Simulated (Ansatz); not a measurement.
# Phonons of InP (F-43m) against volume, part 3 of 3

Wanted: Grüneisen parameters and pressure coefficients of the modes of InP (F-43m).

Ansatz 0.2.0; DFT LDA, scalar-relativistic, plane waves, PAW; PAW set soft_1.

So far, highest optical mode at the zone centre (no LO-TO term) (cm⁻¹): step 4 (modes at rest) 304; step 6 (volume ratio 1.06) 281.

The database entry behind the starting cell differs from later determinations by our own check (0.1 to 0.3 % short, probably kX units), so it need not match the best structure at ambient conditions.

In doubt: the program warns that the response may not be converged on this k-mesh (in some of the runs), which bears on the force constants and all frequencies.

### Step 8. Zone-centre modes of the member: 0.9 times the volume at rest

The zone-centre modes follow for 0.9 times the volume at rest, with the response to a field.

Input file input.yaml:

```yaml
crystal:
  lattice:
    - [0.0, 2.8129442452, 2.8129442452]
    - [2.8129442452, 0.0, 2.8129442452]
    - [2.8129442452, 2.8129442452, 0.0]
  atoms:
    - { symbol: P, position: [0.75, 0.75, 0.75] }
    - { symbol: In, position: [0.0, 0.0, 0.0] }
kpoints:
  mp_grid: { grid: [20, 20, 20] }
hamiltonian:
  xc: lda
  pseudopotentials: { kind: paw, azcp: { folder: soft_1 }, xc_functional: pbe }
scf:
  occupations: { method: fixed }
output:
  eigenvalues: true
phonons:
  method: dfpt
  dielectric: true
  rigid_motions: translations
```

Command:

```
ansatz run input.yaml --threads 4 --pin off --max-ram 10240MiB --backend cpu --events-out ev --progress --plain --runs-dir out
```

Numbers of over 12 decimals in the logs are rounded to 6 here.

The program printed:

```text
[...]
Crystal: 2 atoms, lattice volume = 44.516 Å³
Basis set: ecut = 420 eV, 893 PW (Γ), exchange–correlation on 54×54×54 points (8 copies of the dense FFT grid, shifted against one another)
Bands: 13, of which v1, the nominal top of the filled ones, is band 9 counted from 1 (8 counted from 0)
Symmetry: 24 space group operations
k-points: 1166 of 8000 (irreducible under 4 space group operations, time reversal used)
[...]
optical modes at Γ + LO–TO along q̂ = [1.0000, 0.0000, 0.0000]:
      ω (cm⁻¹)  modes    IR ((D/Å)²/amu)
[...]
optical modes at Γ + LO–TO along q̂ = [0.0000, 1.0000, 0.0000]:
      ω (cm⁻¹)  modes    IR ((D/Å)²/amu)
        347.91      2            10.0765
        379.92      1             5.0382
  optical modes at Γ + LO–TO along q̂ = [0.0000, 0.0000, 1.0000]:
      ω (cm⁻¹)  modes    IR ((D/Å)²/amu)
        347.91      2            10.0765
        379.92      1             5.0382
[key lines of the parts left out:]
SCF converged after 8 iterations
Free energy (F): -6183.471302 eV
Fermi energy:    8.457095 eV
```

Elapsed: 2.3 min, on 4 threads of Intel Xeon at 2.70GHz, shared host; peak memory 2.5 GiB; 8.2 min of CPU time.

This step gave:

```yaml
sum_rule_residual_before_enforcement: 1.60e-4 eV/Å²
miss_of_the_charge_sum_rule: 3.19e-4 e
estimated_error_of_the_dielectric_tensor: 0.03074
estimated_error_of_the_born_charges: 0.01398 e
highest_optical_mode_at_the_zone_centre_no_lo_to_term: 347.9 cm⁻¹
lowest_optical_zone_centre_mode: 347.9 cm⁻¹
mean_high_frequency_dielectric_constant: 10.36
largest_born_charge_third_of_the_trace: -2.308 e
mean_static_dielectric_constant: 12.36
top_of_the_zone_centre_spectrum_with_the_field: 379.9 cm⁻¹
```

Without the LO-TO term. Patterns of degenerate modes are one choice out of their space. The modes at Γ (shares of kinetic energy by element, %):

```
mode  frequency (cm⁻¹)  symmetry  P %  In %
   1               0.0  acoustic   21    79
   2               0.0  acoustic   21    79
   3               0.0  acoustic   21    79
   4             347.9        T2   79    21
   5             347.9        T2   79    21
   6             347.9        T2   79    21
```

Transverse modes. Infrared lines, with heights relative to the strongest:

```
position (cm⁻¹)  label  relative intensity
            348     T2                 100
```

The optical mode without the LO-TO term lies at 347.9 cm⁻¹.

For the highest optical mode at the zone centre (no LO-TO term), step 4 gave 304 cm⁻¹; this run, with volume ratio 0.9, gives 348 cm⁻¹ (+15 %).

### Step 9. All members side by side

The members are set side by side, also those not shown above.

Each row is one cell with its response, relaxed at fixed volume as far as symmetry leaves anything free; energies are extrapolated to zero smearing, and E0 is that at rest; shape and atoms are relaxed in each cell where symmetry leaves them free. State of the crystal along the series:

```
volume ratio  V (Å³/atom)  pressure (GPa)  E - E0 (meV/atom)  gap on mesh (eV)     ε∞     ε0  largest Born charge in size, a third of the trace (e)  top mode with the field, highest of q along x, y and z (cm⁻¹)
         0.9        22.26           9.543              66.79             1.136  10.36  12.36                                                  2.308                                                          379.9
        0.92        22.75           7.184              41.04             1.022  10.55  12.67                                                   2.34                                                          370.8
        0.94        23.25           5.075              22.18            0.9078  10.76  13.01                                                  2.372                                                          361.9
        0.96        23.74            3.19              9.478            0.7953  11.01   13.4                                                  2.403                                                          353.3
        0.98        24.24           1.505              2.279            0.6843   11.3  13.84                                                  2.433                                                            345
        0.99        24.48          0.7312              0.559            0.6294  11.46  14.07                                                  2.449                                                          340.9
           1        24.73        -2.88e-4                  0             0.575  11.64  14.33                                                  2.464                                                          336.8
        1.02        25.23          -1.345              2.116            0.4676  12.06   14.9                                                  2.495                                                          328.8
        1.04        25.72          -2.545              8.156            0.3622  12.57  15.58                                                  2.525                                                          320.9
        1.06        26.21          -3.616               17.7            0.2587  13.25  16.43                                                  2.556                                                          312.9
```

Without the LO-TO term; each mode is tracked from rest by its pattern, and modes that stay within 0.3 cm⁻¹ of each other stand once; shape and atoms are relaxed in each cell where symmetry leaves them free. Optical modes along the series:

```
V (Å³/atom)  mode 4 T2 (cm⁻¹)
      22.26             347.9
      22.75             338.3
      23.25             329.1
      23.74             320.2
      24.24             311.8
      24.48             307.6
      24.73             303.6
      25.23             295.8
      25.72             288.2
      26.21               281
```

From cubic fits (parabolas where under five rows exist) of ln ω and P against ln V through the rows within about 4 % of rest: γ = −d ln ω / d ln V and dω/dP = γ ω / B. Slopes at rest:

```
             mode  fitted frequency at rest (cm⁻¹)  Grüneisen parameter γ  dω/dP (cm⁻¹/GPa)
        mode 4 T2                            303.6                   1.31              5.62
longitudinal mode                            336.8                    1.2              5.67
```

### Step 10. What came out

```json
{
  "members": "10",
  "highest optical mode at the zone centre (no LO-TO term), at rest": "303.6 cm⁻¹",
  "bulk modulus at rest": "71.1 GPa",
  "mode 4 T2, γ": "1.31",
  "longitudinal mode, γ": "1.20"
}
```

What this shows: The series spans -3.6 to 9.5 GPa, and the slope at rest gives a bulk modulus of 71 GPa. The transverse optical mode has γ = 1.31 and moves by 5.6 cm⁻¹ for each GPa, the longitudinal one has γ = 1.20 and moves by 5.7. ε∞ is 11.64 at rest, with d ln ε∞ / d ln V = 1.61. One k mesh and one cutoff serve the ground states and modes of all volumes; the field response picks its own mesh. With the field response the log warns that the k mesh is coarse for the force constants too, so the frequencies are to be taken as unconverged. These are harmonic frequencies at zero temperature: anharmonic shifts, linewidths and thermal expansion are left out. The PAW files were made for PBE; the program adapts parts of them to the functional of the run, but their partial waves stay those of PBE, an approximation that was not tested in this session. Only the zone centre was solved, so an instability at another wavevector cannot show here.

[Logs are printed without paths, hosts, clocks, repeated set-up lines and the standing remarks that a program may print on its own settings, such as how far it seeks lower states.]

[Hosts, paths, dates, database ids (printed as entryN), source tags and the programs' standing remarks are cut or masked in the printed files.]
